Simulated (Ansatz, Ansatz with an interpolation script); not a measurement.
**CaMoO4 (I4_1/a): what limits a Wannier interpolation of GW**

How do the Wannier model and the GW settings move the interpolated bands of CaMoO4 (I4_1/a)?

Calculated with Ansatz 0.2.0; maximally localised Wannier functions, LDA, plane waves, PAW; PAW set soft_1.

This is a report of a sequence of runs, with most program output left out.

**1. Set-up**

Symmetry: I4_1/a, No. 88, tetragonal system. The conventional cell has a = 5.224 Å, b = 5.224 Å, c = 11.428 Å, α = 90.00°, β = 90.00°, γ = 90.00°. Nearest to Ca lie 8 O at 2.44 to 2.47 Å. Mo has 4 O at 1.77 Å nearest. Nearest to O lie 1 Mo at 1.77 Å and 2 Ca at 2.44 to 2.47 Å. Farther neighbours and most contacts between anions are not listed.

As a file:

```cif
data_structure
_symmetry_space_group_name_H-M 'P 1'
_symmetry_Int_Tables_number 1
_cell_length_a 6.8041
_cell_length_b 6.8041
_cell_length_c 6.8041
_cell_angle_alpha 134.854
_cell_angle_beta 134.854
_cell_angle_gamma 65.757
_cell_volume 155.92
loop_
_atom_site_label
_atom_site_type_symbol
_atom_site_fract_x
_atom_site_fract_y
_atom_site_fract_z
_atom_site_occupancy
Ca1 Ca 0.75000 0.25000 0.50000 1
Ca2 Ca 0.00000 0.00000 0.00000 1
Mo3 Mo 0.25000 0.75000 0.50000 1
Mo4 Mo 0.50000 0.50000 0.00000 1
O5 O 0.57776 0.98246 0.89142 1
O6 O 0.73246 0.34104 0.90470 1
O7 O 0.09104 0.68634 0.10858 1
O8 O 0.43634 0.82776 0.09530 1
O9 O 0.17224 0.26754 0.60858 1
O10 O 0.01754 0.90896 0.59530 1
O11 O 0.65896 0.56366 0.39142 1
O12 O 0.31366 0.42224 0.40470 1
```

The cell and positions come from the Crystallography Open Database and are kept as given unless a step says otherwise.

**2. Wannier model on 8×8×8**

Localised functions give a small Hamiltonian that interpolates between mesh points at no cost.

File input.yaml:

```yaml
crystal:
  lattice:
    - [-2.6118, 2.6118, 5.71425]
    - [2.6118, -2.6118, 5.71425]
    - [2.6118, 2.6118, -5.71425]
  atoms:
    - { symbol: Ca, position: [0.75, 0.25, 0.5] }
    - { symbol: Ca, position: [0.0, 0.0, 0.0] }
    - { symbol: Mo, position: [0.25, 0.75, 0.5] }
    - { symbol: Mo, position: [0.5, 0.5, 0.0] }
    - { symbol: O, position: [0.57776, 0.98246, 0.89142] }
    - { symbol: O, position: [0.73246, 0.34104, 0.9047] }
    - { symbol: O, position: [0.09104, 0.68634, 0.10858] }
    - { symbol: O, position: [0.43634, 0.82776, 0.0953] }
    - { symbol: O, position: [0.17224, 0.26754, 0.60858] }
    - { symbol: O, position: [0.01754, 0.90896, 0.5953] }
    - { symbol: O, position: [0.65896, 0.56366, 0.39142] }
    - { symbol: O, position: [0.31366, 0.42224, 0.4047] }
kpoints:
  mp_grid: { grid: [4, 4, 4] }
hamiltonian:
  xc: lda
  pseudopotentials: { kind: paw, azcp: { folder: soft_1 }, xc_functional: pbe }
scf:
  occupations: { method: fixed }
  n_extra_bands: 82
output:
  wannier:
    kmesh: [8, 8, 8]
    projections: [{ species: Mo, l: d, shell: 4 }, { species: O, l: p, shell: 2 }]
    minimise: true
    write_hr: true
    seedname: w
    conv_tol: 1.0e-06
    max_iter: 20000
    stability_check: false
    disentanglement:
      window: [1.68, 15.5]
      frozen_window: [1.68, 12.5]
      conv_tol: 1.0e-08
```

The run is started by

```console
$ ansatz run input.yaml --threads 2 --pin off --max-ram 92160MiB --backend cuda --events-out ev --progress --plain --runs-dir out --devices 1 --max-vram 13GiB
```

It took 6.3 min on 1 × NVIDIA H100 80GB HBM3 (shared by 6 runs) with 2 threads of AMD EPYC 7R13 (Zen 3), shared host; peak memory 2.5 GiB; 7.8 min of CPU time.

This step gave:

```yaml
gauge_invariant_spread: 38.63 Å²
diagonal_spread: 0.008558 Å²
off_diagonal_spread: 1.237 Å²
total_spread: 39.87 Å²
least_projectability: 0.5363
localisation_steps: 9716
disentanglement_steps: 130
r_m_s_interpolation_error: 2.39e-4 eV
r_m_s_error_near_the_gap: 3.11e-4 eV
```

Near the gap the model misses directly solved bands by 0.3 meV r.m.s. and by 9 meV at most in the window tested. This tests the starting bands, not the corrections carried with them.

**3. Wannier model on 4×4×4**

Edit input.yaml of step 2 so:

```diff
@@ -28,3 +28,3 @@
   wannier:
-    kmesh: [8, 8, 8]
+    kmesh: [4, 4, 4]
     projections: [{ species: Mo, l: d, shell: 4 }, { species: O, l: p, shell: 2 }]
```

The job ended after 61 s (1 × NVIDIA H100 80GB HBM3 (shared by 6 runs) with 2 threads; peak memory 1.1 GiB; 75 s of CPU time).

This step gave:

* gauge-invariant spread: 36.53 Å²
* diagonal spread: 0.005222 Å²
* off-diagonal spread: 1.238 Å²
* total spread: 37.78 Å²
* least projectability: 0.5468
* localisation steps: 6595
* disentanglement steps: 40
* r.m.s. interpolation error: 0.001396 eV
* r.m.s. error near the gap: 0.001757 eV

Near the gap the model misses directly solved bands by 1.8 meV r.m.s. and by 27 meV at most in the window tested. This tests the starting bands, not the corrections carried with them.

Frozen up to 5.91 eV; above it the model need not follow the bands. The electronic bands at the labelled points (eV, zero at the valence-band top; v1 is the highest filled band, c1 the lowest empty one):

```
     point     v4     v3     v2     v1    c1    c2    c3    c4
         Γ  -0.70  -0.33   0.00   0.00  3.41  3.84  4.18  4.22
   halfway  -0.53  -0.46  -0.45  -0.18  3.63  4.02  4.03  4.34
         X  -0.57  -0.57  -0.46  -0.46  3.73  3.73  4.27  4.27
   halfway  -0.56  -0.56  -0.47  -0.47  3.73  3.73  4.27  4.27
         P  -0.55  -0.55  -0.49  -0.49  3.73  3.73  4.27  4.27
   halfway  -0.65  -0.58  -0.38  -0.29  3.72  3.90  4.11  4.27
         N  -0.62  -0.56  -0.33  -0.27  3.80  3.97  4.03  4.24
   halfway  -0.73  -0.35  -0.19  -0.15  3.58  3.92  4.09  4.25
         Γ  -0.70  -0.33   0.00   0.00  3.41  3.84  4.18  4.22
   halfway  -0.67  -0.23  -0.04  -0.04  3.47  3.77  4.04  4.06
         M  -0.44  -0.44  -0.07  -0.07  3.63  3.63  3.91  3.91
   halfway  -0.48  -0.41  -0.19  -0.08  3.72  3.74  3.93  3.97
         S  -0.60  -0.47  -0.32  -0.14  3.83  3.88  4.04  4.11
jump to S0  -0.60  -0.47  -0.32  -0.14  3.83  3.88  4.04  4.11
   halfway  -0.54  -0.46  -0.25  -0.22  3.62  3.97  4.10  4.29
         Γ  -0.70  -0.33   0.00   0.00  3.41  3.84  4.18  4.22
 jump to X  -0.57  -0.57  -0.46  -0.46  3.73  3.73  4.27  4.27
   halfway  -0.62  -0.55  -0.45  -0.41  3.70  3.78  4.24  4.27
         R  -0.64  -0.53  -0.41  -0.34  3.70  3.84  4.19  4.23
 jump to G  -0.64  -0.53  -0.41  -0.34  3.70  3.84  4.19  4.23
   halfway  -0.43  -0.38  -0.21  -0.17  3.71  3.85  3.97  4.02
         M  -0.44  -0.44  -0.07  -0.07  3.63  3.63  3.91  3.91
```

The same for Kohn-Sham, solved directly:

```
point     v4     v3     v2     v1    c1    c2    c3    c4
    Γ  -0.70  -0.33   0.00   0.00  3.41  3.84  4.18  4.22
    X  -0.57  -0.57  -0.46  -0.46  3.73  3.73  4.27  4.27
    P  -0.55  -0.55  -0.49  -0.49  3.73  3.73  4.27  4.27
    N  -0.62  -0.56  -0.33  -0.27  3.80  3.97  4.03  4.24
    Γ  -0.70  -0.33   0.00   0.00  3.41  3.84  4.18  4.22
    M  -0.44  -0.44  -0.07  -0.07  3.63  3.63  3.91  3.91
    S  -0.60  -0.47  -0.32  -0.15  3.83  3.88  4.04  4.11
   S0  -0.60  -0.47  -0.32  -0.15  3.83  3.88  4.04  4.11
    Γ  -0.70  -0.33   0.00   0.00  3.41  3.84  4.18  4.22
    X  -0.57  -0.57  -0.46  -0.46  3.73  3.73  4.27  4.27
    R  -0.64  -0.53  -0.41  -0.34  3.70  3.83  4.19  4.23
    G  -0.64  -0.53  -0.41  -0.34  3.70  3.83  4.19  4.23
    M  -0.44  -0.44  -0.07  -0.07  3.63  3.63  3.91  3.91
```

**4. A faulty Wannier input**

Edit input.yaml of step 3 so:

```diff
@@ -38,3 +38,3 @@
       window: [1.68, 15.5]
-      frozen_window: [1.68, 12.5]
+      frozen_window: [1.68, 15.0]
       conv_tol: 1.0e-08
```

The job ended after 13 s (1 × NVIDIA H100 80GB HBM3 (shared by 6 runs) with 2 threads; peak memory 1.1 GiB).

The run ended with an error after its SCF cycle had converged; no result of it is taken.

The fault put into this input: a frozen window with more states than functions.

**5. G0W0: 4×4×4 mesh, 650 empty bands, screening to 150 eV, PAW set soft_1 files**

Now the one-shot GW correction: screening in the RPA, then the self-energy of the levels asked for.

This step: G0W0 on LDA, plane waves, PAW; PAW set soft_1.

input.yaml, the sections that differ from step 4:

```yaml
scf:
  occupations: { method: fixed }
gw:
  n_empty_bands: 650
  ecut_chi: 150.0
  qp_bands: [v24, c8]
  screening: { model: contour_deformation }
# crystal, kpoints, hamiltonian: as in step 4
# output: removed
```

It took 5.4 min on 1 × NVIDIA H100 80GB HBM3 (shared by 6 runs) with 2 threads; peak memory 2.2 GiB; 8.8 min of CPU time.

The G0W0 gap on the mesh is 5.506 eV.

**6. G0W0: 2×2×2 mesh, 650 empty bands, screening to 150 eV, PAW set soft_1 files**

Edit input.yaml of step 5 so:

```diff
@@ -19,3 +19,3 @@
 kpoints:
-  mp_grid: { grid: [4, 4, 4] }
+  mp_grid: { grid: [2, 2, 2] }
 hamiltonian:
```

It took 15 s on 1 × NVIDIA H100 80GB HBM3 (shared by 6 runs) with 2 threads; peak memory 1.4 GiB; 18 s of CPU time.

The G0W0 gap on the mesh is 5.514 eV.

**7. G0W0: 4×4×4 mesh, 302 empty bands, screening to 90 eV, PAW set soft_1 files**

Edit input.yaml of step 6 so:

```diff
@@ -19,3 +19,3 @@
 kpoints:
-  mp_grid: { grid: [2, 2, 2] }
+  mp_grid: { grid: [4, 4, 4] }
 hamiltonian:
@@ -26,4 +26,4 @@
 gw:
-  n_empty_bands: 650
-  ecut_chi: 150.0
+  n_empty_bands: 302
+  ecut_chi: 90
   qp_bands: [v24, c8]
```

It took 2.3 min on 1 × NVIDIA H100 80GB HBM3 (shared by 6 runs) with 2 threads; peak memory 1.6 GiB.

The G0W0 gap on the mesh is 5.505 eV.

**8. G0W0: 4×4×4 mesh, 650 empty bands, screening to 150 eV, plasmon pole, PAW set soft_1 files**

Edit input.yaml of step 7 so:

```diff
@@ -26,5 +26,5 @@
 gw:
-  n_empty_bands: 302
-  ecut_chi: 90
+  n_empty_bands: 650
+  ecut_chi: 150.0
   qp_bands: [v24, c8]
-  screening: { model: contour_deformation }
+  screening: { model: godby_needs }
```

Wall time 11 min (1 × NVIDIA H100 80GB HBM3 (shared by 6 runs) with 2 threads); peak memory 6.1 GiB; 19 min of CPU time.

The G0W0 gap on the mesh is 5.584 eV.

**9. Interpolated results**

Times are wall times on 1 × NVIDIA H100 80GB HBM3 (shared by 6 runs) with 2 threads of AMD EPYC 7R13 (Zen 3), shared host, good to a factor of about two.

```
GW mesh  empty bands  cutoff (eV)            frequency  gap on mesh (eV)  gap over zone (eV)  direct gap (eV)  valence width (eV)  GW time
  4×4×4          650          150  contour deformation             5.506               5.506            5.506               4.762  5.4 min
  2×2×2          650          150  contour deformation             5.514               5.514            5.514               4.748     15 s
  4×4×4          302           90  contour deformation             5.505               5.505            5.505               4.811  2.3 min
  4×4×4          650          150         plasmon pole             5.584               5.584            5.584               5.052   11 min
```

**10. Outcome**

```
4×4×4 mesh, 650 empty bands, screening to 150 eV, PAW set soft_1 files               : 5.51 eV
2×2×2 mesh, 650 empty bands, screening to 150 eV, PAW set soft_1 files               : 5.51 eV
4×4×4 mesh, 302 empty bands, screening to 90 eV, PAW set soft_1 files                : 5.50 eV
4×4×4 mesh, 650 empty bands, screening to 150 eV, plasmon pole, PAW set soft_1 files : 5.58 eV
```

What this shows: The largest change, +0.08 eV in the gap over the zone, comes with 4×4×4 mesh, 650 empty bands, screening to 150 eV, plasmon pole, PAW set soft_1 files. The first run is a reference, not a converged one, and where a row moves several settings no single cause can be named. Rows on another GW mesh add that mesh's corrections to the bands of the one model. Coarser Wannier mesh (4×4×4): the miss near the gap goes from under 1 (the model on 8×8×8) to 2 meV and the total spread from 39.9 to 37.8 Å². With 2×2×2 mesh, 650 empty bands, screening to 150 eV, PAW set soft_1 files the gap over the zone moves by +0.01 eV and that on the mesh by +0.01 eV. With 4×4×4 mesh, 302 empty bands, screening to 90 eV, PAW set soft_1 files the gap over the zone moves by −0.001 eV and that on the mesh by −0.001 eV. With 4×4×4 mesh, 650 empty bands, screening to 150 eV, plasmon pole, PAW set soft_1 files the gap over the zone moves by +0.08 eV and that on the mesh by +0.08 eV. Gaps over the zone and on the mesh differ where an edge lies off the mesh, or where a GW run starts from another density: the starting gap over the zone is 3.415 eV, on the GW meshes it is 3.415 eV. The many-body steps are scalar-relativistic: spin-orbit coupling is not in them.

[Paths, hosts, dates, memory and timing lines, banners, echoed tables and standing remarks are left out of the program output.]

[Logs are printed without paths, hosts, clocks, repeated set-up lines and the standing remarks that a program may print on its own settings, such as how far it seeks lower states.]

[Runs of the session that timed out or met a known fault of the program may be left out.]

[Hosts, paths, dates, database ids (printed as entryN), source tags and the programs' standing remarks are cut or masked in the printed files.]
